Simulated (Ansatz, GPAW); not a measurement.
# Cutoff, mesh and smearing for a 12-layer slab of Ta(111), part 2 of 3

How do cutoff, mesh, smearing and the dipole layer change the work function of a 12-layer slab of Ta(111)?

GPAW 26.7.0 and Ansatz 0.2.0; Ansatz plane waves; slab in vacuum with a dipole correction, relaxation (the session's first sound run).

So far, upper work function (eV): step 2 (relaxation) 3.85.

## Step 3: The slab's potential

The work function is the vacuum plateau of the electrostatic potential less the Fermi level; a dipole layer lets the two faces have plateaus of their own.

This step: GPAW, PAW setups; slab in vacuum (GPAW 26.7.0).

File run.py:

```python
import json
import numpy as np
from ase import Atoms
from gpaw import GPAW, PW

slab = Atoms(
    ['Ta', 'Ta', 'Ta', 'Ta', 'Ta', 'Ta', 'Ta', 'Ta', 'Ta', 'Ta', 'Ta', 'Ta'],
    positions=[
        [2.34052, 1.35130, 9.00000],
        [4.68105, 2.70260, 9.95551],
        [0.00000, 0.00000, 10.91103],
        [2.34052, 1.35130, 11.86654],
        [4.68105, 2.70260, 12.82206],
        [-0.00000, 0.00000, 13.76263],
        [2.34052, 1.35130, 14.77330],
        [4.68105, 2.70260, 15.69727],
        [-0.00000, 0.00000, 16.60009],
        [2.34052, 1.35130, 17.72258],
        [4.68105, 2.70260, 18.50591],
        [-0.00000, 0.00000, 19.23892]],
    cell=[[4.68105, 0.0, 0.0], [2.34052, 4.05391, 0.0], [0.0, 0.0, 28.51066]],
    pbc=[True, True, False])

slab.calc = GPAW(mode=PW(400), xc='PBE', kpts={'size': (8, 8, 1), 'gamma': True},
                 occupations={'name': 'fermi-dirac', 'width': 0.1}, nbands='160%',
                 convergence={'density': 1e-05}, maxiter=200,
                 poissonsolver={'dipolelayer': 'xy'},
                 symmetry={'tolerance': 1e-3}, txt='slab.txt')
result = {}
energy = slab.get_potential_energy()
fermi = slab.calc.get_fermi_level()
v = slab.calc.get_electrostatic_potential().mean((0, 1)) - fermi
n = slab.calc.get_pseudo_density().mean((0, 1))
L = slab.cell[2, 2]
z = np.arange(len(v)) * L / len(v)
low, high = slab.positions[:, 2].min(), slab.positions[:, 2].max()
below, above = np.interp([low - 6.8, high + 6.8], z, v)
slopes = [np.interp(x, z, np.gradient(v, z)) for x in (low - 6.8, high + 6.8)]
eps = np.array([[slab.calc.get_eigenvalues(k, s) for k in range(len(slab.calc.get_ibz_k_points()))]
                for s in range(slab.calc.get_number_of_spins())]) - fermi
top, bottom = eps[eps < 0].max(), eps[eps > 0].min()
dipole = slab.get_dipole_moment()[2]
print(f'energy {energy:.4f} eV, Fermi level {fermi:.4f} eV, dipole {dipole:.5f} e A')
print(f'potential 6.8 A off the faces, from the Fermi level: lower {below:.4f} eV, upper {above:.4f} eV')
print(f'slope of the potential there: lower {slopes[0]:.5f}, upper {slopes[1]:.5f} eV/A')
print(f'nearest levels on the mesh: {top:.4f} and {bottom:.4f} eV')
print('magnetic moment', round(slab.get_magnetic_moment(), 3))
result.update(energy=energy, fermi=fermi, dipole=dipole, below=below, above=above, slopes=slopes, edges=[top, bottom],
              z=z.tolist(), v=v.tolist(), n=n.tolist(), positions=slab.positions.tolist(),
              forces=slab.get_forces(apply_constraint=False).tolist(), moments=slab.get_magnetic_moments().tolist())
json.dump(result, open('result.json', 'w'))
```

Run with:

```
$ OMP_NUM_THREADS=1 OPENBLAS_NUM_THREADS=1 python run.py
```

What it wrote:

```text
energy -111.4166 eV, Fermi level 2.6317 eV, dipole -0.03338 e A
potential 6.8 A off the faces, from the Fermi level: lower 3.5255 eV, upper 3.8407 eV
slope of the potential there: lower -0.00002, upper 0.00001 eV/A
nearest levels on the mesh: -0.0033 and 0.0119 eV
magnetic moment 0.0
```

Wall time 28 min (1 thread of Arm Neoverse N1, shared host); peak memory 0.55 GiB.

This step gave:

| Quantity | Value |
| --- | --- |
| dipole along the normal | -0.03338 e·Å |
| levels nearest the Fermi level on the mesh | -0.003310, 0.01190 eV from the Fermi level |
| upper work function | 3.841 eV |
| lower work function | 3.525 eV |

The electrostatic potential energy of an electron (without an applied field's), less the Fermi level, planar mean by z:

z (Å), electrostatic potential energy of an electron (without an applied field's), less the Fermi level, planar mean (eV) and a bar from the least value:
```
        0        3.7 ##############################
        1        3.5 #############################
        2        3.5 #############################
        3        3.5 #############################
        4        3.5 #############################
        5        3.5 #############################
        6        3.5 #############################
        7        3.2 #############################
        8        1.0 #########################
        9      -10.6 ######
       10      -12.3 ###
       11      -12.3 ####
       12      -12.1 ####
       13      -12.1 ####
       14      -11.3 #####
       15      -12.0 ####
       16      -12.2 ####
       17       -9.5 ########
       18      -14.0 #
       19      -14.4 
       20       -1.0 ######################
       21        3.3 #############################
       22        3.8 ##############################
       23        3.8 ##############################
       24        3.8 ##############################
       25        3.8 ##############################
       26        3.8 ##############################
       27        3.8 ##############################
       28        3.8 ##############################
```

The pseudo valence density, planar mean oscillates, so the rows of the table below give means over windows of 1 Å about each position, cut where the curve ends. Its maxima inside the range that stand out by 2 % of the span (Å: e/Å³): 9.1: 0.714, 9.9: 0.800, 11.0: 0.793, 11.8: 0.805, 12.9: 0.802, 13.7: 0.798, 14.8: 0.804, 15.6: 0.813, 16.5: 0.775, 17.7: 0.841, 18.6: 0.897. Its minima: 9.5: 0.600, 10.3: 0.645, 11.4: 0.626, 12.2: 0.647, 13.3: 0.637, 14.4: 0.604, 15.2: 0.656, 16.3: 0.683, 17.1: 0.525, 18.2: 0.806.

The pseudo valence density, planar mean by z; means over each step:

z (Å), pseudo valence density, planar mean (e/Å³) and a bar:
```
        4      0.000 
        5      0.000 
        6      0.001 
        7      0.009 
        8      0.108 ####
        9      0.587 #####################
       10      0.708 ##########################
       11      0.714 ##########################
       12      0.716 ##########################
       13      0.719 ##########################
       14      0.696 #########################
       15      0.727 ###########################
       16      0.741 ###########################
       17      0.647 ########################
       18      0.822 ##############################
       19      0.788 #############################
       20      0.216 ########
       21      0.018 #
       22      0.002 
       23      0.000 
       24      0.000
```

Force by atom:

| atom | x (eV/Å) | y (eV/Å) | z (eV/Å) | size |
| --- | --- | --- | --- | --- |
| Ta1 | 0.00 | 0.00 | 1.97 | 1.97 |
| Ta2 | 0.00 | 0.00 | 0.15 | 0.15 |
| Ta3 | 0.00 | 0.00 | -1.42 | 1.42 |
| Ta4 | 0.00 | 0.00 | -0.58 | 0.58 |
| Ta5 | 0.00 | 0.00 | -0.17 | 0.17 |
| Ta6 | 0.00 | 0.00 | -0.02 | 0.02 |
| Ta7 | 0.00 | 0.00 | 0.01 | 0.01 |
| Ta8 | 0.00 | 0.00 | -0.01 | 0.01 |
| Ta9 | 0.00 | 0.00 | -0.01 | 0.01 |
| Ta10 | 0.00 | 0.00 | 0.01 | 0.01 |
| Ta11 | 0.00 | 0.00 | 0.00 | 0.00 |
| Ta12 | 0.00 | 0.00 | 0.06 | 0.06 |

The potential is flat to 1.8e-5 eV/Å where it is read, so the vacuum is wide enough. The geometry is the other program's minimum; here the largest force on a free atom is 0.061 eV/Å.

## Step 4: Cutoff 200

The cutoff limits how sharply the smooth valence waves can vary, which tells mostly near the atoms.

run.py: that of step 3 with these lines changed.

```diff
@@ -23,3 +23,3 @@
 
-slab.calc = GPAW(mode=PW(400), xc='PBE', kpts={'size': (8, 8, 1), 'gamma': True},
+slab.calc = GPAW(mode=PW(200), xc='PBE', kpts={'size': (8, 8, 1), 'gamma': True},
                  occupations={'name': 'fermi-dirac', 'width': 0.1}, nbands='160%',
```

What it wrote:

```text
energy -106.6252 eV, Fermi level 2.6421 eV, dipole -0.03331 e A
potential 6.8 A off the faces, from the Fermi level: lower 3.5392 eV, upper 3.8538 eV
slope of the potential there: lower -0.00035, upper 0.00046 eV/A
nearest levels on the mesh: -0.0039 and 0.0146 eV
magnetic moment 0.0
```

The job ended after 8.1 min (1 thread; peak memory 0.27 GiB).

The run finished. A setting was moved off its sound value on purpose, so it serves as a test and not as the result.

The fault put into the input: a cutoff under that of the base run: the energy of the cell lies 4.8 eV from the base value (ecut = 200).

Side by side:

| quantity | this run | sound run | difference |
| --- | --- | --- | --- |
| dipole along the normal (e·Å) | -0.033310 | -0.033383 | 7.3e-5 |
| upper work function (eV) | 3.8538 | 3.8407 | 0.0131 |
| lower work function (eV) | 3.5392 | 3.5255 | 0.0137 |

## Step 5: Cutoff 300

The cutoff limits how sharply the smooth valence waves can vary, which tells mostly near the atoms.

run.py: that of step 4 with these lines changed.

```diff
@@ -23,3 +23,3 @@
 
-slab.calc = GPAW(mode=PW(200), xc='PBE', kpts={'size': (8, 8, 1), 'gamma': True},
+slab.calc = GPAW(mode=PW(300), xc='PBE', kpts={'size': (8, 8, 1), 'gamma': True},
                  occupations={'name': 'fermi-dirac', 'width': 0.1}, nbands='160%',
```

What it wrote:

```text
energy -110.6906 eV, Fermi level 2.6342 eV, dipole -0.03343 e A
potential 6.8 A off the faces, from the Fermi level: lower 3.5283 eV, upper 3.8436 eV
slope of the potential there: lower -0.00013, upper 0.00006 eV/A
nearest levels on the mesh: -0.0043 and 0.0134 eV
magnetic moment 0.0
```

The job ended after 15 min (1 thread; peak memory 0.39 GiB).

The run finished. A setting was moved off its sound value on purpose, so it serves as a test and not as the result.

The fault put into the input: a cutoff under that of the base run: the energy of the cell lies 0.73 eV from the base value (ecut = 300).

The two runs compared:

| quantity | this run | sound run | difference |
| --- | --- | --- | --- |
| dipole along the normal (e·Å) | -0.033427 | -0.033383 | -4.4e-5 |
| upper work function (eV) | 3.8436 | 3.8407 | 0.00293 |
| lower work function (eV) | 3.5283 | 3.5255 | 0.00285 |

## Step 6: Cutoff 700: ecut = 700

The cutoff limits how sharply the smooth valence waves can vary, which tells mostly near the atoms.

run.py: that of step 5 with these lines changed.

```diff
@@ -23,3 +23,3 @@
 
-slab.calc = GPAW(mode=PW(300), xc='PBE', kpts={'size': (8, 8, 1), 'gamma': True},
+slab.calc = GPAW(mode=PW(700), xc='PBE', kpts={'size': (8, 8, 1), 'gamma': True},
                  occupations={'name': 'fermi-dirac', 'width': 0.1}, nbands='160%',
```

What it wrote:

```text
energy -111.5248 eV, Fermi level 2.6316 eV, dipole -0.03337 e A
potential 6.8 A off the faces, from the Fermi level: lower 3.5254 eV, upper 3.8407 eV
slope of the potential there: lower -0.00001, upper 0.00001 eV/A
nearest levels on the mesh: -0.0034 and 0.0121 eV
magnetic moment 0.0
```

The job ended after 66 min (1 thread; peak memory 1 GiB).

Numbers from this step:

```
dipole along the normal                    : -0.03337 e·Å
levels nearest the Fermi level on the mesh : -0.003359, 0.01206 eV from the Fermi level
```

Electrostatic potential energy of an electron (without an applied field's), less the Fermi level, planar mean against z:

z (Å), electrostatic potential energy of an electron (without an applied field's), less the Fermi level, planar mean (eV) and a bar from the least value:
```
        0        3.7 ##############################
        1        3.5 #############################
        2        3.5 #############################
        3        3.5 #############################
        4        3.5 #############################
        5        3.5 #############################
        6        3.5 #############################
        7        3.2 #############################
        8        1.0 #########################
        9      -10.6 ######
       10      -12.3 ###
       11      -12.3 ###
       12      -12.1 ####
       13      -12.1 ####
       14      -11.3 #####
       15      -12.0 ####
       16      -12.2 ####
       17       -9.5 ########
       18      -14.0 #
       19      -14.4 
       20       -1.0 ######################
       21        3.3 #############################
       22        3.8 ##############################
       23        3.8 ##############################
       24        3.8 ##############################
       25        3.8 ##############################
       26        3.8 ##############################
       27        3.8 ##############################
       28        3.8 ##############################
```

The pseudo valence density, planar mean oscillates, so the rows of the table below give means over windows of 1 Å about each position, cut where the curve ends. Its maxima inside the range that stand out by 2 % of the span (Å: e/Å³): 9.1: 0.705, 9.9: 0.801, 10.9: 0.804, 11.9: 0.807, 12.9: 0.805, 13.7: 0.790, 14.8: 0.802, 15.6: 0.816, 16.6: 0.790, 17.8: 0.844, 18.6: 0.900. Its minima: 9.4: 0.595, 10.4: 0.633, 11.4: 0.626, 12.4: 0.632, 13.4: 0.644, 14.3: 0.597, 15.2: 0.667, 16.1: 0.665, 17.1: 0.526, 18.1: 0.798.

Table of pseudo valence density, planar mean by z; means over each step:

z (Å), pseudo valence density, planar mean (e/Å³) and a bar:
```
        4      0.000 
        5      0.000 
        6      0.001 
        7      0.009 
        8      0.105 ####
        9      0.590 ######################
       10      0.708 ##########################
       11      0.713 ##########################
       12      0.716 ##########################
       13      0.720 ##########################
       14      0.693 #########################
       15      0.728 ###########################
       16      0.743 ###########################
       17      0.647 ########################
       18      0.823 ##############################
       19      0.792 #############################
       20      0.212 ########
       21      0.017 #
       22      0.002 
       23      0.000 
       24      0.000
```

Force by atom:

| atom | x (eV/Å) | y (eV/Å) | z (eV/Å) | size |
| --- | --- | --- | --- | --- |
| Ta1 | 0.00 | 0.00 | 1.97 | 1.97 |
| Ta2 | 0.00 | 0.00 | 0.15 | 0.15 |
| Ta3 | 0.00 | 0.00 | -1.42 | 1.42 |
| Ta4 | 0.00 | 0.00 | -0.58 | 0.58 |
| Ta5 | 0.00 | 0.00 | -0.17 | 0.17 |
| Ta6 | 0.00 | 0.00 | -0.02 | 0.02 |
| Ta7 | 0.00 | 0.00 | 0.01 | 0.01 |
| Ta8 | 0.00 | 0.00 | -0.01 | 0.01 |
| Ta9 | 0.00 | 0.00 | -0.01 | 0.01 |
| Ta10 | 0.00 | 0.00 | 0.02 | 0.02 |
| Ta11 | 0.00 | 0.00 | 0.00 | 0.00 |
| Ta12 | 0.00 | 0.00 | 0.06 | 0.06 |

The upper face's work function is 3.841 eV, against 3.841 eV in the first plane-wave PBE run at this geometry.

## Step 7: K mesh 3×3

The mesh in the plane samples the bands: a metal's Fermi level needs it dense, and band edges must lie on it.

run.py: that of step 6 with these lines changed.

```diff
@@ -23,3 +23,3 @@
 
-slab.calc = GPAW(mode=PW(700), xc='PBE', kpts={'size': (8, 8, 1), 'gamma': True},
+slab.calc = GPAW(mode=PW(400), xc='PBE', kpts={'size': (3, 3, 1), 'gamma': True},
                  occupations={'name': 'fermi-dirac', 'width': 0.1}, nbands='160%',
```

What it wrote:

```text
energy -111.2834 eV, Fermi level 2.6286 eV, dipole -0.03507 e A
potential 6.8 A off the faces, from the Fermi level: lower 3.5654 eV, upper 3.8966 eV
slope of the potential there: lower -0.00002, upper 0.00001 eV/A
nearest levels on the mesh: -0.0251 and 0.0207 eV
magnetic moment 0.0
```

It took 8.7 min on 1 thread; peak memory 0.41 GiB.

The run finished with changed settings (kpts = [3, 3]); it serves as a test.

Side by side:

```csv
quantity,this run,sound run,difference
dipole along the normal (e·Å),-0.035065,-0.033383,-0.00168
upper work function (eV),3.8966,3.8407,0.0559
lower work function (eV),3.5654,3.5255,0.0399
```

One result that differs is the upper work function, 3.90 eV against 3.84 eV.

## Step 8: K mesh 5×5

The mesh in the plane samples the bands: a metal's Fermi level needs it dense, and band edges must lie on it.

run.py: that of step 7 with these lines changed.

```diff
@@ -23,3 +23,3 @@
 
-slab.calc = GPAW(mode=PW(400), xc='PBE', kpts={'size': (3, 3, 1), 'gamma': True},
+slab.calc = GPAW(mode=PW(400), xc='PBE', kpts={'size': (5, 5, 1), 'gamma': True},
                  occupations={'name': 'fermi-dirac', 'width': 0.1}, nbands='160%',
```

What it wrote:

```text
energy -111.3971 eV, Fermi level 2.6330 eV, dipole -0.03416 e A
potential 6.8 A off the faces, from the Fermi level: lower 3.5181 eV, upper 3.8407 eV
slope of the potential there: lower -0.00002, upper 0.00001 eV/A
nearest levels on the mesh: -0.0142 and 0.0196 eV
magnetic moment 0.0
```

It took 14 min on 1 thread; peak memory 0.45 GiB.

The run finished with changed settings (kpts = [5, 5]); it serves as a test.

The two runs compared:

```csv
quantity,this run,sound run,difference
dipole along the normal (e·Å),-0.034155,-0.033383,-7.7e-4
upper work function (eV),3.8407,3.8407,-2.6e-5
lower work function (eV),3.5181,3.5255,-0.00740
```

## Step 9: K mesh 12×12: kpts = [12, 12]

The mesh in the plane samples the bands: a metal's Fermi level needs it dense, and band edges must lie on it.

run.py: that of step 8 with these lines changed.

```diff
@@ -23,3 +23,3 @@
 
-slab.calc = GPAW(mode=PW(400), xc='PBE', kpts={'size': (5, 5, 1), 'gamma': True},
+slab.calc = GPAW(mode=PW(400), xc='PBE', kpts={'size': (12, 12, 1), 'gamma': True},
                  occupations={'name': 'fermi-dirac', 'width': 0.1}, nbands='160%',
```

What it wrote:

```text
energy -111.4054 eV, Fermi level 2.6316 eV, dipole -0.03317 e A
potential 6.8 A off the faces, from the Fermi level: lower 3.5262 eV, upper 3.8393 eV
slope of the potential there: lower -0.00002, upper 0.00001 eV/A
nearest levels on the mesh: -0.0005 and 0.0189 eV
magnetic moment 0.0
```

Run time: 52 min. Hardware: 1 thread; peak memory 0.73 GiB.

This step gave:

```
dipole along the normal                    : -0.03317 e·Å
levels nearest the Fermi level on the mesh : -5.28e-4, 0.01886 eV from the Fermi level
upper work function                        : 3.839 eV
lower work function                        : 3.526 eV
```

Table of electrostatic potential energy of an electron (without an applied field's), less the Fermi level, planar mean by z:

```csv
z (Å),"electrostatic potential energy of an electron (without an applied field's), less the Fermi level, planar mean (eV)"
0,3.68
1,3.53
2,3.53
3,3.53
4,3.53
5,3.52
6,3.49
7,3.24
8,0.984
9,-10.5
10,-12.3
11,-12.3
12,-12.1
13,-12.1
14,-11.3
15,-12.0
16,-12.2
17,-9.47
18,-14.0
19,-14.4
20,-0.977
21,3.32
22,3.78
23,3.83
24,3.84
25,3.84
26,3.84
27,3.84
28,3.84
```

The upper face's work function is 3.839 eV, against 3.841 eV in the first plane-wave PBE run at this geometry.

## Step 10: Scheme Methfessel-Paxton of order 0 (Gaussian), smearing 0.1

Smearing changes the occupations near the Fermi level, and with them the level itself. Smearing helps the SCF of a metal converge, but it blurs occupations at band edges near the Fermi level.

run.py: that of step 9 with these lines changed.

```diff
@@ -23,4 +23,4 @@
 
-slab.calc = GPAW(mode=PW(400), xc='PBE', kpts={'size': (12, 12, 1), 'gamma': True},
-                 occupations={'name': 'fermi-dirac', 'width': 0.1}, nbands='160%',
+slab.calc = GPAW(mode=PW(400), xc='PBE', kpts={'size': (8, 8, 1), 'gamma': True},
+                 occupations={'name': 'methfessel-paxton', 'width': 0.1}, nbands='160%',
                  convergence={'density': 1e-05}, maxiter=200,
```

What it wrote:

```text
energy -111.4135 eV, Fermi level 2.6403 eV, dipole -0.03509 e A
potential 6.8 A off the faces, from the Fermi level: lower 3.4932 eV, upper 3.8247 eV
slope of the potential there: lower -0.00002, upper 0.00001 eV/A
nearest levels on the mesh: -0.0045 and 0.0003 eV
magnetic moment 0.0
```

Elapsed: 26 min, on 1 thread; peak memory 0.55 GiB.

This step gave:

* dipole along the normal: -0.03509 e·Å
* levels nearest the Fermi level on the mesh: -0.004463, 2.81e-4 eV from the Fermi level
* upper work function: 3.825 eV
* lower work function: 3.493 eV

[end of part 2 of 3]

[Logs are printed without paths, hosts, clocks, repeated set-up lines and the standing remarks that a program may print on its own settings, such as how far it seeks lower states.]

[Hosts, paths, dates, database ids (printed as entryN), source tags and the programs' standing remarks are cut or masked in the printed files.]
